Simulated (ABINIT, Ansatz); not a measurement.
## MoS2 (P6_3/mmc): G0W0 on several meshes in ABINIT

Aim: the GW shift of MoS2 (P6_3/mmc) against the k mesh.

Main program and level: ABINIT 10.8.3; PBEsol and many-body steps on it, plane waves.

The database entry behind the starting cell differs from later determinations by our own check (about 0.3 % long), so it need not match the best structure at ambient conditions.

### Step 1. The starting structure

It takes space group P6_3/mmc (No. 194, hexagonal). The conventional cell has a = 3.169 Å, b = 3.169 Å, c = 12.324 Å, α = 90.00°, β = 90.00°, γ = 120.00°. Nearest to Mo lie 6 S at 2.41 Å. Nearest to S lie 3 Mo at 2.41 Å. Farther neighbours and most contacts between anions are not listed.

The cell and positions come from the Crystallography Open Database and are kept as given unless a step says otherwise.

### Step 2. Empty states on the mesh, 3×3×1 mesh, 220 bands

This step: ABINIT 10.8.3; DFT, PBEsol, plane waves, norm-conserving pseudopotentials.

The sums over transitions need many empty states on a uniform mesh; this step solves for them.

Input file run.abi:

```
acell 3*1.0 Angstrom
rprim 
  3.169000000004 -0.000000000001 0.000000000000
  -1.584500000001 2.744434504597 0.000000000000
  0.000000000000 0.000000000000 12.324000000000
ntypat 2
znucl 42 16
natom 6
typat 1 1 2 2 2 2
xred 
  0.333333333333 0.666666666667 0.250000000000
  0.666666666667 0.333333333333 0.750000000000
  0.333333333333 0.666666666667 0.623000000000
  0.666666666667 0.333333333333 0.123000000000
  0.333333333333 0.666666666667 0.877000000000
  0.666666666667 0.333333333333 0.377000000000
pp_dirpath "pseudos"
pseudos "Mo.upf, S.upf"
ecut 36
ngkpt 3 3 1
nshiftk 1
shiftk 0 0 0
kptopt 1
chksymbreak 0
iscf -2
irdden 1
istwfk *1
nband 220
nbdbuf 20
tolwfr 1e-09
nstep 60
prtvol 0
indata_prefix "in"
outdata_prefix "out"
tmpdata_prefix "tmp"
```

Run with:

```bash
OMP_NUM_THREADS=1 mpirun -n 4 abinit run.abi > log
```

Numbers of over 12 decimals in the logs are rounded to 6 here.

What it wrote:

```text
.Version 10.8.3 of ABINIT. v10.8.2 released Aug 2026.

 Symmetries : space group P6_3/m m c (#194); Bravais hP (primitive hexag.)
[... echo of the input left out ...]
== DATASET  1 ==================================================================
-   mpi_nproc: 4, omp_nthreads: 1 (-1 if OMP is not activated)
-    --> not optimal distribution: autoparal keyword recommended in input file <--

--- !DatasetInfo
iteration_state: {dtset: 1, }
dimensions: {natom: 6, nkpt: 3, mband: 220, nsppol: 1, nspinor: 1, nspden: 1, mpw: 7476, }
cutoff_energies: {ecut:  36.0, pawecutdg:  -1.0, }
[...]
2.79185    2.79185    2.80180    2.80753    2.80762    2.80762    2.85115    2.85115
   2.86057    2.86823    2.87780    2.87780    2.89120    2.89557    2.89558    2.92114
   2.92131    2.93614    2.93687    2.97053
 prteigrs : prtvol=0 or 1, do not print more k-points.

== END DATASET(S) ==============================================================
================================================================================

 -outvars: echo values of variables after computation  --------
            nband         220
             nkpt           3
          spgroup         194
 [... the other variables as echoed above ...]

 Calculation completed.
```

It took 74 s on 4 MPI ranks of Arm Neoverse V2, shared host; peak memory 0.44 GiB; 4.9 min of CPU time.

Numbers from this step:

```yaml
gap: 1.037 eV
k_of_the_valence_top: 0, 0, 0
k_of_the_conduction_bottom: 0.3333, 0.3333, 0
least_direct_gap: 1.652 eV
k_points_computed: 3
lowest_point_of_the_top_converged_band_above_the_valence_top: 67.2012 eV
```

On this mesh the gap is 1.037 eV.

The density comes from a self-consistent run that is not shown.

### Step 3. Screening, 3×3×1 mesh, 97 bands, screening to 114.3 eV

The RPA dielectric matrix is built and inverted for each q.

This step: RPA screening on PBEsol, plane waves, norm-conserving pseudopotentials.

Changes to run.abi since step 2:

```diff
@@ -24,10 +24,11 @@
 chksymbreak 0
-iscf -2
-irdden 1
 istwfk *1
-nband 220
-nbdbuf 20
-tolwfr 1e-09
-nstep 60
-prtvol 0
+occopt 1
+irdwfk 1
+optdriver 3
+nband 97
+ecuteps 4.2
+inclvkb 2
+awtr 1
+symchi 1
 indata_prefix "in"
```

What it wrote:

```text
.Version 10.8.3 of ABINIT. v10.8.2 released Aug 2026.

 Symmetries : space group P6_3/m m c (#194); Bravais hP (primitive hexag.)
[... echo of the input left out ...]
== DATASET  1 ==================================================================
-   mpi_nproc: 4, omp_nthreads: 1 (-1 if OMP is not activated)

--- !DatasetInfo
iteration_state: {dtset: 1, }
dimensions: {natom: 6, nkpt: 3, mband: 97, nsppol: 1, nspinor: 1, nspden: 1, mpw: 7476, }
cutoff_energies: {ecut:  36.0, pawecutdg:  -1.0, }
electrons: {nelect:   5.20000000E+01, charge:   0.00000000E+00, occopt:   1.00000000E+00, tsmear:   1.00000000E-02, }

 SCREENING: Calculation of the susceptibility and dielectric matrices

 Based on a program developped by R.W. Godby, V. Olevano, G. Onida, and L. Reining.
 Incorporated in ABINIT by V. Olevano, G.-M. Rignanese, and M. Torrent.
.Using double precision arithmetic ; gwpc =  8

[... cell and pseudopotentials left out ...]
--------------------------------------------------------------------------------

 ==== K-mesh for the wavefunctions ====
 Number of points in the irreducible wedge :     3
[... list of points left out ...]
 Together with 24 symmetry operations and time-reversal symmetry
 yields     9 points in the full Brillouin Zone.

 ==== Q-mesh for the screening function ====
 Number of points in the irreducible wedge :     3
[... list of points left out ...]
 Together with 24 symmetry operations and time-reversal symmetry
 yields     9 points in the full Brillouin Zone.

 setmesh: FFT mesh size selected  =    20x   20x   90
          total number of points  =        36000

 vcoul_init : cutoff-mode = AUXILIARY_FUNCTION
 q-points for optical limit:   1
     1)      0.000010    0.000020    0.000030

- screening: taking advantage of time-reversal symmetry
- Maximum band index for partially occupied states nbvw = 26
- Remaining bands to be divided among processors   nbcw = 71
- Number of bands treated by each node ~17

 Number of electrons calculated from density =   52.0000; Expected =   52.0000
 average of density, n =  0.071892
 r_s =    1.4919
 omega_plasma =   25.8640 [eV]

 calculating chi0 at frequencies [eV] :
  1    0.000000E+00    0.000000E+00
  2    0.000000E+00    2.586399E+01

--------------------------------------------------------------------------------
  q-point number  1        q = ( 0.000000, 0.000000, 0.000000) [r.l.u.]
--------------------------------------------------------------------------------
[... chi0 elements left out ...]
 For q-point:  0.000010 0.000020 0.000030
  dielectric constant =  17.4533
  dielectric constant without local fields =  19.6388

  Average fulfillment of the sum rule on Im[epsilon] for q-point    1 :     67.33  [%]
[... wings left out ...]
  q-point number  2        q = ( 0.333333, 0.000000, 0.000000) [r.l.u.]
--------------------------------------------------------------------------------
[... chi0 elements left out ...]
  Average fulfillment of the sum rule on Im[epsilon] for q-point    2 :     62.28  [%]

 [... 1 further q-points ...]
```

Elapsed: 18 s, on 4 MPI ranks; peak memory 0.85 GiB.

This step gave:

```yaml
eps_infinity_with_local_fields_on_this_mesh_along_the_program_s_q_direction: 17.45
the_same_without_local_fields: 19.64
plasma_frequency: 25.86 eV
plane_waves_in_the_screening_matrix: 291
```

Local fields lower ε∞ by 11 %. On a Γ-centred mesh this coarse the value itself is usually too large, while a short band sum pulls it down.

### Step 4. 3×3×1

The self-energy is evaluated for the states that the input lists, and the levels follow from it, in one-shot runs by the linearised quasiparticle equation.

This step: G0W0 on PBEsol, plane waves, norm-conserving pseudopotentials.

Changes to run.abi since step 3:

```diff
@@ -27,8 +27,17 @@
 irdwfk 1
-optdriver 3
+optdriver 4
 nband 97
+gwcalctyp 0
+ecutsigx 36
+symsigma 1
+nkptgw 2
+kptgw 
+  0.0000000000 0.0000000000 0.0000000000
+  0.3333333333 0.3333333333 0.0000000000
+bdgw 
+  25 28
+  25 28
 ecuteps 4.2
-inclvkb 2
-awtr 1
-symchi 1
+irdscr 1
+ppmodel 1
 indata_prefix "in"
```

What it wrote:

```text
.Version 10.8.3 of ABINIT. v10.8.2 released Aug 2026.

 Symmetries : space group P6_3/m m c (#194); Bravais hP (primitive hexag.)
[... echo of the input left out ...]
== DATASET  1 ==================================================================
-   mpi_nproc: 4, omp_nthreads: 1 (-1 if OMP is not activated)

--- !DatasetInfo
iteration_state: {dtset: 1, }
dimensions: {natom: 6, nkpt: 3, mband: 97, nsppol: 1, nspinor: 1, nspden: 1, mpw: 7476, }
cutoff_energies: {ecut:  36.0, pawecutdg:  -1.0, }
electrons: {nelect:   5.20000000E+01, charge:   0.00000000E+00, occopt:   1.00000000E+00, tsmear:   1.00000000E-02, }

 SIGMA: Calculation of the GW corrections

 Based on a program developped by R.W. Godby, V. Olevano, G. Onida, and L. Reining.
 Incorporated in ABINIT by V. Olevano, G.-M. Rignanese, and M. Torrent.
.Using double precision arithmetic ; gwpc =  8

[... cell and pseudopotentials left out ...]
--------------------------------------------------------------------------------

 ==== K-mesh for the wavefunctions ====
 Number of points in the irreducible wedge :     3
[... list of points left out ...]
 Together with 24 symmetry operations and time-reversal symmetry
 yields     9 points in the full Brillouin Zone.

 ==== Q-mesh for screening function ====
 Number of points in the irreducible wedge :     3
[... list of points left out ...]
 Together with 24 symmetry operations and time-reversal symmetry
 yields     9 points in the full Brillouin Zone.

 vcoul_init : cutoff-mode = AUXILIARY_FUNCTION
 q-points for optical limit:   1
     1)      0.000010    0.000020    0.000030
 setmesh: FFT mesh size selected  =    32x   32x  128
          total number of points  =       131072

 Number of electrons calculated from density =   52.0000; Expected =   52.0000
 average of density, n =  0.071892
 r_s =    1.4919
 omega_plasma =   25.8640 [eV]

 === KS Band Gaps ===
  >>>> For spin  1
   Minimum direct gap =   1.6518 [eV], located at k-point      :   0.3333  0.3333  0.0000
   Fundamental gap    =   1.0368 [eV], Top of valence bands at :   0.0000  0.0000  0.0000
                                       Bottom of conduction at :   0.3333  0.3333  0.0000
 SIGMA fundamental parameters:
 PLASMON POLE MODEL  1
 number of plane-waves for SigmaX                 7437
 number of plane-waves for SigmaC and W            291
 number of plane-waves for wavefunctions          7437
 number of bands                                    97
 number of independent spin polarizations            1
 number of spinorial components                      1
 number of k-points in IBZ                           3
 number of q-points in IBZ                           3
 number of symmetry operations                      24
 number of k-points in BZ                            9
 number of q-points in BZ                            9
 number of frequencies for dSigma/dE                 9
 frequency step for dSigma/dE [eV]                0.25
 number of omega for Sigma on real axis              0
 max omega for Sigma on real axis  [eV]           0.00
 zcut for avoiding poles [eV]                     0.10

 EPSILON^-1 parameters (SCR file):
 dimension of the eps^-1 matrix on file            291
 dimension of the eps^-1 matrix used               291
 number of plane-waves for wavefunctions          7437
 number of bands                                    97
 number of q-points in IBZ                           3
 number of frequencies                               2
 number of real frequencies                          1
 number of imag frequencies                          1

 matrix elements of self-energy operator (all in [eV])

 Perturbative Calculation

--- !SelfEnergy_ee
iteration_state: {dtset: 1, }
kpoint     : [   0.000,    0.000,    0.000, ]
spin       : 1
KS_gap     :    2.094
QP_gap     :    2.556
Delta_QP_KS:    0.462
data: !SigmaeeData |
     Band     E0 <VxcDFT>   SigX SigC(E0)      Z dSigC/dE  Sig(E)    E-E0       E
       25   7.228 -13.594 -16.570   2.831   0.778  -0.286 -13.706  -0.113   7.115
       26   8.399 -16.270 -17.350   1.642   0.775  -0.290 -15.835   0.436   8.834
       27  10.493 -15.558 -10.907  -3.499   0.779  -0.284 -14.661   0.897  11.390
       28  10.493 -15.558 -10.907  -3.499   0.779  -0.284 -14.661   0.897  11.390

--- !SelfEnergy_ee
iteration_state: {dtset: 1, }
kpoint     : [   0.333,    0.333,    0.000, ]
spin       : 1
KS_gap     :    1.652
QP_gap     :    2.307
Delta_QP_KS:    0.655
data: !SigmaeeData |
     Band     E0 <VxcDFT>   SigX SigC(E0)      Z dSigC/dE  Sig(E)    E-E0       E
       25   7.612 -16.134 -17.417   1.880   0.777  -0.287 -15.670   0.464   8.076
       26   7.784 -16.488 -17.740   1.882   0.776  -0.289 -16.000   0.488   8.272
       27   9.435 -17.535 -12.657  -3.401   0.774  -0.291 -16.391   1.144  10.579
       28   9.435 -17.535 -12.657  -3.401   0.774  -0.291 -16.391   1.144  10.579

== END DATASET(S) ==============================================================
================================================================================

 -outvars: echo values of variables after computation  --------
           etotal      0.0000000000E+00
            nband          97
             nkpt           3
          spgroup         194
 [... the other variables as echoed above ...]

 Calculation completed.
```

Elapsed: 7.2 s, on 4 MPI ranks; peak memory 0.66 GiB.

Numbers from this step:

| Quantity | Value |
| --- | --- |
| G0W0 gap on the points computed | 1.745 eV |
| starting gap on the mesh | 1.037 eV |
| k of the valence top | 0, 0, 0 |
| k of the conduction bottom | 0.3333, 0.3333, 0 |
| Z at the valence top | 0.775 |
| Z at the conduction bottom | 0.774 |
| least direct G0W0 gap on the computed points | 2.307 eV |

The gap on the mesh goes from 1.04 eV to 1.75 eV, a correction of +0.71 eV.

### Step 5. Empty states on the mesh, 6×6×2 mesh, 105 bands

This step: DFT, PBEsol, plane waves, norm-conserving pseudopotentials.

Changes to run.abi since step 4:

```diff
@@ -19,3 +19,3 @@
 ecut 36
-ngkpt 3 3 1
+ngkpt 6 6 2
 nshiftk 1
@@ -24,20 +24,10 @@
 chksymbreak 0
+iscf -2
+irdden 1
 istwfk *1
-occopt 1
-irdwfk 1
-optdriver 4
-nband 97
-gwcalctyp 0
-ecutsigx 36
-symsigma 1
-nkptgw 2
-kptgw 
-  0.0000000000 0.0000000000 0.0000000000
-  0.3333333333 0.3333333333 0.0000000000
-bdgw 
-  25 28
-  25 28
-ecuteps 4.2
-irdscr 1
-ppmodel 1
+nband 105
+nbdbuf 8
+tolwfr 1e-09
+nstep 60
+prtvol 0
 indata_prefix "in"
```

What it wrote:

```text
.Version 10.8.3 of ABINIT. v10.8.2 released Aug 2026.

 Symmetries : space group P6_3/m m c (#194); Bravais hP (primitive hexag.)
[... echo of the input left out ...]
== DATASET  1 ==================================================================
-   mpi_nproc: 4, omp_nthreads: 1 (-1 if OMP is not activated)

--- !DatasetInfo
iteration_state: {dtset: 1, }
dimensions: {natom: 6, nkpt: 14, mband: 105, nsppol: 1, nspinor: 1, nspden: 1, mpw: 7490, }
cutoff_energies: {ecut:  36.0, pawecutdg:  -1.0, }
[...]
1.45184    1.45184    1.49152    1.49152    1.56149    1.57796    1.57796    1.58029
   1.58029    1.58402    1.59023    1.60899    1.60899    1.61293    1.61293    1.65320
   1.65496
 prteigrs : prtvol=0 or 1, do not print more k-points.

== END DATASET(S) ==============================================================
================================================================================

 -outvars: echo values of variables after computation  --------
            nband         105
             nkpt          14
          spgroup         194
 [... the other variables as echoed above ...]

 Calculation completed.
```

Wall time 92 s (4 MPI ranks); peak memory 0.51 GiB.

Numbers from this step:

```
gap                                                           : 0.8460 eV
k of the valence top                                          : 0, 0, 0
k of the conduction bottom                                    : 0.1667, 0.1667, 0
least direct gap                                              : 1.652 eV
k points computed                                             : 14
lowest point of the top converged band, above the valence top : 32.87 eV
```

On this mesh the gap is 0.846 eV.

### Step 6. Screening, 6×6×2 mesh, 97 bands, screening to 114.3 eV

This step: RPA screening on PBEsol, plane waves, norm-conserving pseudopotentials.

Changes to run.abi since step 5:

```diff
@@ -24,10 +24,11 @@
 chksymbreak 0
-iscf -2
-irdden 1
 istwfk *1
-nband 105
-nbdbuf 8
-tolwfr 1e-09
-nstep 60
-prtvol 0
+occopt 1
+irdwfk 1
+optdriver 3
+nband 97
+ecuteps 4.2
+inclvkb 2
+awtr 1
+symchi 1
 indata_prefix "in"
```

What it wrote:

```text
.Version 10.8.3 of ABINIT. v10.8.2 released Aug 2026.

 Symmetries : space group P6_3/m m c (#194); Bravais hP (primitive hexag.)
[... echo of the input left out ...]
== DATASET  1 ==================================================================
-   mpi_nproc: 4, omp_nthreads: 1 (-1 if OMP is not activated)

--- !DatasetInfo
iteration_state: {dtset: 1, }
dimensions: {natom: 6, nkpt: 14, mband: 97, nsppol: 1, nspinor: 1, nspden: 1, mpw: 7490, }
cutoff_energies: {ecut:  36.0, pawecutdg:  -1.0, }
electrons: {nelect:   5.20000000E+01, charge:   0.00000000E+00, occopt:   1.00000000E+00, tsmear:   1.00000000E-02, }

 SCREENING: Calculation of the susceptibility and dielectric matrices

 Based on a program developped by R.W. Godby, V. Olevano, G. Onida, and L. Reining.
 Incorporated in ABINIT by V. Olevano, G.-M. Rignanese, and M. Torrent.
.Using double precision arithmetic ; gwpc =  8

[... cell and pseudopotentials left out ...]
--------------------------------------------------------------------------------

 ==== K-mesh for the wavefunctions ====
 Number of points in the irreducible wedge :    14
[... list of points left out ...]
 Together with 24 symmetry operations and time-reversal symmetry
 yields    72 points in the full Brillouin Zone.

 ==== Q-mesh for the screening function ====
 Number of points in the irreducible wedge :    14
[... list of points left out ...]
 Together with 24 symmetry operations and time-reversal symmetry
 yields    72 points in the full Brillouin Zone.

 setmesh: FFT mesh size selected  =    20x   20x   90
          total number of points  =        36000

 vcoul_init : cutoff-mode = AUXILIARY_FUNCTION
 q-points for optical limit:   1
     1)      0.000010    0.000020    0.000030

- screening: taking advantage of time-reversal symmetry
- Maximum band index for partially occupied states nbvw = 26
- Remaining bands to be divided among processors   nbcw = 71
- Number of bands treated by each node ~17

 Number of electrons calculated from density =   52.0000; Expected =   52.0000
 average of density, n =  0.071892
 r_s =    1.4919
 omega_plasma =   25.8640 [eV]

 calculating chi0 at frequencies [eV] :
  1    0.000000E+00    0.000000E+00
  2    0.000000E+00    2.586399E+01

--------------------------------------------------------------------------------
  q-point number  1        q = ( 0.000000, 0.000000, 0.000000) [r.l.u.]
--------------------------------------------------------------------------------
[... chi0 elements left out ...]
 For q-point:  0.000010 0.000020 0.000030
  dielectric constant =  14.6387
  dielectric constant without local fields =  16.3626

  Average fulfillment of the sum rule on Im[epsilon] for q-point    1 :     67.56  [%]
[... wings left out ...]
  q-point number  2        q = ( 0.166667, 0.000000, 0.000000) [r.l.u.]
--------------------------------------------------------------------------------
[... chi0 elements left out ...]
  Average fulfillment of the sum rule on Im[epsilon] for q-point    2 :     71.39  [%]

 [... 12 further q-points ...]
```

The job ended after 3.2 min (4 MPI ranks; peak memory 2.1 GiB; 13 min of CPU time).

Numbers from this step:

| Quantity | Value |
| --- | --- |
| ε∞ with local fields, on this mesh, along the program's q direction | 14.64 |
| the same without local fields | 16.36 |
| plasma frequency | 25.86 eV |
| plane waves in the screening matrix | 291 |

(Continued in part 2 of 2.)

[Paths, hosts, dates, memory and timing lines, banners, echoed tables and standing remarks are left out of the program output.]

[Logs are printed without paths, hosts, clocks, repeated set-up lines and the standing remarks that a program may print on its own settings, such as how far it seeks lower states.]

[Runs of the session that timed out or met a known fault of the program may be left out.]

[Hosts, paths, dates, database ids (printed as entryN), source tags and the programs' standing remarks are cut or masked in the printed files.]

[G0W0 gaps are taken among the corrected bands and points alone; a level outside them can change the order at an edge.]

[Where Ansatz stands beside ABINIT at settings called matched, ABINIT's density can come from a denser mesh and the files from another edition; pairs whose starting gaps differed by over 0.03 eV were left out, so agreement reads better than it is.]
